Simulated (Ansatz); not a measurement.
# Work function of Cu(110): what the settings cost and change

Aim: the work function of Cu(110) across levels of theory at one geometry.

Method: plane-wave DFT, PBE, Ansatz PAW, in the first sound run; inputs show where later runs differ, in Ansatz 0.2.0.

**What experiment says.**

“Anisotropic work function of elemental crystals” (2019, arxiv:1902.07811) quotes from earlier work for Cu (clean (110) face, a compiled value): work function (clean (110) face, a compiled value) 4.56 eV.

This is a report of a sequence of runs, with most program output left out.

### Step 1. The starting structure

The cell holds 7 atoms: 7 Cu. Cell: a = 3.610 Å, b = 2.553 Å, c = 25.658 Å, α = 90.0°, β = 90.0°, γ = 90.0°. Vacuum lies along c.

### Step 2. Run, setting PBE, Ansatz PAW (420 eV)

A work function rests on the faint tail of the density, so the SCF threshold is tight. PBE on the default files comes first; the next runs keep the geometry and change functional or files, each at the cutoff that its files recommend; a relaxation and, for heavy metals, spin-orbit coupling close the ladder.

Contents of input.yaml:

```yaml
crystal:
  lattice:
    - [3.61, 0.0, 0.0]
    - [0.0, 2.5526554801, 0.0]
    - [0.0, 0.0, 25.6579664403]
  atoms:
    - { symbol: Cu, position: [0.0, 0.0, 0.3507682505] }
    - { symbol: Cu, position: [0.5, 0.5, 0.400512167] }
    - { symbol: Cu, position: [0.0, 0.0, 0.4502560835] }
    - { symbol: Cu, position: [0.5, 0.5, 0.5] }
    - { symbol: Cu, position: [0.0, 0.0, 0.5497439165] }
    - { symbol: Cu, position: [0.5, 0.5, 0.599487833] }
    - { symbol: Cu, position: [0.0, 0.0, 0.6492317495] }
kpoints:
  mp_grid: { grid: [11, 16, 1] }
hamiltonian:
  xc: pbe
scf:
  occupations: { method: fermi_dirac, width: 0.1 }
  convergence: { dr2_threshold: 1.0e-09 }
efield:
  axis: 3
  dipole_correction: true
  ramp_position: 0.97
  ramp_width: 0.06
output:
  write_potential: true
  write_density: true
  volumetric_format: npy
  elf: true
```

On the command line:

```
$ ansatz run input.yaml --threads 2 --pin off --max-ram 3072MiB --backend cpu --events-out ev --progress --plain --runs-dir out
```

Run time: 42 s. Hardware: 2 threads of Intel Xeon 6975P-C (Granite Rapids), shared host; peak memory 1.2 GiB.

This step gave:

```
energy at zero smearing   : -46374.3778 eV
work function, upper face : 4.317 eV
```

Running mean over 1.276 Å of the planar mean; the ramp of the sawtooth is left out. Table of electron's electrostatic potential energy less the Fermi level by z:

z (Å), electron's electrostatic potential energy less the Fermi level (eV) and a bar from the least value:
```
        3       4.32 ##############################
        4       4.32 ##############################
        5       4.32 ##############################
        6       4.30 ##############################
        7       4.08 #############################
        8       0.94 ######################
        9      -7.49 ###
       10      -8.69 
       11      -8.83 
       12      -8.82 
       13      -8.83 
       14      -8.82 
       15      -8.81 
       16      -8.57 #
       17      -5.27 ########
       18       3.00 ###########################
       19       4.22 ##############################
       20       4.31 ##############################
       21       4.32 ##############################
       22       4.32 ##############################
```

ELF in the ca plane at fractional y = 0.000, with atoms of Cu within 0.2 Å of it. It is the smooth field of the valence electrons, not physical close to the nuclei.

Ten even steps from '0' (0.00) to '9' (0.82), each cell a mean:
```
00000112476222237622223762222376311100000000
00000111222223222222322222232222111100000000
00000111122233322223332222333221111000000000
00000011223332332233233223323332211000000000
00000011223322222222223222223332210000000000
00000011222333322233332222333322111000000000
00000111122233222223322222333221111100000000
00000111243222224322222432222244211100000000
00000112598322249832224983222499311100000000
```
Columns run along c (16.0 Å, from fractional 0.22 to 0.84 of the cell), rows up along a (3.6 Å). Atoms in or near the plane, at fractional coordinates: Cu at (0.35, 0.00), Cu at (0.45, 0.00), Cu at (0.55, 0.00), Cu at (0.65, 0.00).

Valence density in the ca plane at fractional y = 0.000, with atoms of Cu within 0.2 Å of it. It is the smooth field of the valence electrons, not physical close to the nuclei.

Values in e/Å³, 5 rows by 16 columns, each cell a mean:
```
 0  0  0 12  1  4  8  0 11  2  2 10  0  0  0  0
 0  0  0  0  0  0  0  0  0  0  0  0  0  0  0  0
 0  0  0  0  0  0  0  0  0  0  0  0  0  0  0  0
 0  0  0  1  0  0  1  0  1  0  0  1  0  0  0  0
 0  0  1 22  1  7 16  0 20  2  4 19  0  0  0  0
```
Columns run along c (16.0 Å, from fractional 0.22 to 0.84 of the cell), rows up along a (3.6 Å). Atoms in or near the plane, at fractional coordinates: Cu at (0.35, 0.00), Cu at (0.45, 0.00), Cu at (0.55, 0.00), Cu at (0.65, 0.00).

Electrostatic potential energy in the ca plane at fractional y = 0.000, with atoms of Cu within 0.2 Å of it. With pseudopotentials it is smooth inside the atoms' cores, unlike the true potential.

Ten even steps from '0' (-50 eV) to '9' (7 eV), each cell a mean:
```
99999996100489720038972003897200389999999999
99999998644799864479986447998644799999999999
99999999989999998899999889999988999999999999
99999999999999999999999999999999999999999999
99999999999999999999999999999999999999999999
99999999999999999999999999999999999999999999
99999999877899987789998778999877899999999999
99999997312689841258984125898411589999999999
99999996100388610027961002797100279999999999
```
Columns run along c (16.0 Å, from fractional 0.22 to 0.84 of the cell; values clipped at the 3rd and 97th percentile), rows up along a (3.6 Å). Atoms in or near the plane, at fractional coordinates: Cu at (0.35, 0.00), Cu at (0.45, 0.00), Cu at (0.55, 0.00), Cu at (0.65, 0.00).

The work function is 4.317 eV.

### Step 3. Run

This step: plane-wave DFT, LDA, Ansatz PAW (Ansatz 0.2.0).

input.yaml: that of step 2 with these lines changed.

```diff
@@ -16,3 +16,3 @@
 hamiltonian:
-  xc: pbe
+  xc: lda
 scf:
@@ -29,2 +29 @@
   volumetric_format: npy
-  elf: true
```

It took 52 s on 2 threads; peak memory 1.2 GiB; 1.7 min of CPU time.

The work function is 4.676 eV, +0.359 eV from the run “PBE, Ansatz PAW (420 eV)”, at 1.2 times its CPU time.

### Step 4. Slab

This step: plane-wave DFT, PBEsol, Ansatz PAW (Ansatz 0.2.0).

input.yaml: that of step 3 with these lines changed.

```diff
@@ -16,3 +16,3 @@
 hamiltonian:
-  xc: lda
+  xc: pbesol
 scf:
```

Wall time 93 s (2 threads); peak memory 1.2 GiB; 1.8 min of CPU time.

The work function is 4.421 eV, +0.104 eV from the run “PBE, Ansatz PAW (420 eV)”, at 1.3 times its CPU time.

### Step 5. Slab

This step: plane-wave DFT, RPBE, Ansatz PAW (Ansatz 0.2.0).

input.yaml: that of step 4 with these lines changed.

```diff
@@ -16,3 +16,3 @@
 hamiltonian:
-  xc: pbesol
+  xc: rpbe
 scf:
```

Wall time 78 s (2 threads); peak memory 1.2 GiB; 94 s of CPU time.

The work function is 4.139 eV, -0.178 eV from the run “PBE, Ansatz PAW (420 eV)”, at 1.2 times its CPU time.

### Step 6. Run

This step: plane-wave DFT, r2SCAN, Ansatz PAW (Ansatz 0.2.0).

input.yaml: that of step 5 with these lines changed.

```diff
@@ -16,3 +16,3 @@
 hamiltonian:
-  xc: rpbe
+  xc: r2scan
 scf:
```

The job ended after 2.4 min (2 threads; peak memory 1.8 GiB; 3.5 min of CPU time).

The work function is 4.298 eV, -0.019 eV from the run “PBE, Ansatz PAW (420 eV)”, at 2.6 times its CPU time.

### Step 7. Slab

This step: plane-wave DFT, PBE, JTH PAW (Ansatz 0.2.0).

input.yaml: that of step 6 with these lines changed.

```diff
@@ -16,3 +16,4 @@
 hamiltonian:
-  xc: r2scan
+  xc: pbe
+  pseudopotentials: { kind: paw, source: jth }
 scf:
```

Run time: 6.3 min. Hardware: 2 threads; peak memory 2.8 GiB; 12 min of CPU time.

The work function is 4.318 eV, +0.001 eV from the run “PBE, Ansatz PAW (420 eV)”, at 8.6 times its CPU time.

### Step 8. Run

This step: plane-wave DFT, PBE, norm-conserving (Ansatz 0.2.0).

input.yaml: that of step 7 with these lines changed.

```diff
@@ -17,3 +17,3 @@
   xc: pbe
-  pseudopotentials: { kind: paw, source: jth }
+  pseudopotentials: { kind: nc }
 scf:
```

The job ended after 3.2 min (2 threads; peak memory 2.8 GiB; 6.3 min of CPU time).

The work function is 4.317 eV, -0.000 eV from the run “PBE, Ansatz PAW (420 eV)”, at 4.6 times its CPU time.

### Step 9. Slab

This step: plane-wave DFT, LDA, norm-conserving (Ansatz 0.2.0).

input.yaml: that of step 8 with these lines changed.

```diff
@@ -16,3 +16,3 @@
 hamiltonian:
-  xc: pbe
+  xc: lda
   pseudopotentials: { kind: nc }
```

It took 2.9 min on 2 threads; peak memory 2.9 GiB; 5.7 min of CPU time.

The work function is 4.691 eV, +0.374 eV from the run “PBE, Ansatz PAW (420 eV)”, at 4.2 times its CPU time.

### Step 10. Run, setting PBE, all layers relaxed

This step: plane-wave DFT, PBE, Ansatz PAW (Ansatz 0.2.0).

input.yaml: that of step 9 with these lines changed.

```diff
@@ -16,4 +16,3 @@
 hamiltonian:
-  xc: lda
-  pseudopotentials: { kind: nc }
+  xc: pbe
 scf:
@@ -26,2 +25,5 @@
   ramp_width: 0.06
+relax:
+  f_tol: 0.01
+  max_steps: 40
 output:
```

Wall time 2.3 min (2 threads); peak memory 1 GiB; 4.3 min of CPU time.

The relaxation took 3 steps and lowered the energy by 0.039 eV; the largest force on the free atoms ends at 0.0069 eV/Å.

The work function is 4.346 eV, +0.029 eV from the run “PBE, Ansatz PAW (420 eV)”, at 3.2 times its CPU time.

### Step 11. Side by side

Times are for 2 threads of Intel Xeon 6975P-C (Granite Rapids), shared host. The runs compared:

```tsv
no.	setting	work function, upper face (eV)	time	memory (GiB)
1	PBE, Ansatz PAW (420 eV)	4.317	42 s	1.2
2	LDA, Ansatz PAW (420 eV)	4.676	52 s	1.2
3	PBEsol, Ansatz PAW (420 eV)	4.421	93 s	1.2
4	RPBE, Ansatz PAW (420 eV)	4.139	78 s	1.2
5	r2SCAN, Ansatz PAW (500 eV)	4.298	2.4 min	1.8
6	PBE, JTH PAW (1350 eV)	4.318	6.3 min	2.8
7	PBE, norm-conserving (1252 eV)	4.317	3.2 min	2.8
8	LDA, norm-conserving (1252 eV)	4.691	2.9 min	2.9
9	PBE, all layers relaxed	4.346	2.3 min	1
```

### Step 12. The same run with other settings

An input spoilt on purpose, to show how the run answers: it repeats the earlier run “PBE, Ansatz PAW (420 eV)” with efield.amplitude to 3.0, and scf.max_iter set to 50; its output block differs too.

input.yaml: that of step 10 with these lines changed.

```diff
@@ -20,2 +20,3 @@
   convergence: { dr2_threshold: 1.0e-09 }
+  max_iter: 50
 efield:
@@ -25,5 +26,3 @@
   ramp_width: 0.06
-relax:
-  f_tol: 0.01
-  max_steps: 40
+  amplitude: 3.0
 output:
```

Wall time 1.8 min (2 threads); peak memory 1.2 GiB.

In so strong a field the program warns of density in the ramp of the sawtooth; these numbers are not the system's.

### Step 13. Outcome

| Property | Result |
| --- | --- |
| work function, PBE, Ansatz PAW (420 eV) | 4.317 eV |
| work function, LDA, Ansatz PAW (420 eV) | 4.676 eV |
| work function, RPBE, Ansatz PAW (420 eV) | 4.139 eV |
| work function, r2SCAN, Ansatz PAW (500 eV) | 4.298 eV |
| work function, LDA, norm-conserving (1252 eV) | 4.691 eV |
| work function, PBE, all layers relaxed | 4.346 eV |

What this shows: PBE on the default files gives 4.32 eV, and the settings tried spread the value from 4.14 to 4.69 eV. At one geometry LDA lies 0.36 eV above PBE. The choice of pseudopotentials moves the PBE value by 0.001 eV. Relaxing the layers changes it by +0.029 eV. The ladder's slabs use the tabulated experimental lattice constant (two decimals; a low-temperature value for the alkali metals).

Comparison with the measured values:

| quantity | measured | PBE, Ansatz PAW (420 eV) | LDA, Ansatz PAW (420 eV) | PBEsol, Ansatz PAW (420 eV) | RPBE, Ansatz PAW (420 eV) | r2SCAN, Ansatz PAW (500 eV) | LDA, norm-conserving (1252 eV) | PBE, all layers relaxed |
| --- | --- | --- | --- | --- | --- | --- | --- | --- |
| work function (clean (110) face, a compiled value) (eV) | 4.56 | 4.32 (-0.24 eV) | 4.68 (+0.12 eV) | 4.42 (-0.14 eV) | 4.14 (-0.42 eV) | 4.30 (-0.26 eV) | 4.69 (+0.13 eV) | 4.35 (-0.21 eV) |

Measured values from arxiv:1902.07811 (2019).

How well it matches: For the work function, of the levels listed nearest comes LDA, Ansatz PAW (420 eV) (+0.12 eV, good agreement) and farthest RPBE, Ansatz PAW (420 eV) (-0.42 eV, a clear miss). The grades are ours: good and fair within 3 and 7 % for the work function.

[Logs are printed without paths, hosts, clocks, repeated set-up lines and the standing remarks that a program may print on its own settings, such as how far it seeks lower states.]

[Hosts, paths, dates, database ids (printed as entryN), source tags and the programs' standing remarks are cut or masked in the printed files.]

[Maps of the electrostatic potential energy from Ansatz leave out the sawtooth potential of an applied field or a dipole correction, so their vacuum need not be flat; planar profiles and work functions include it.]
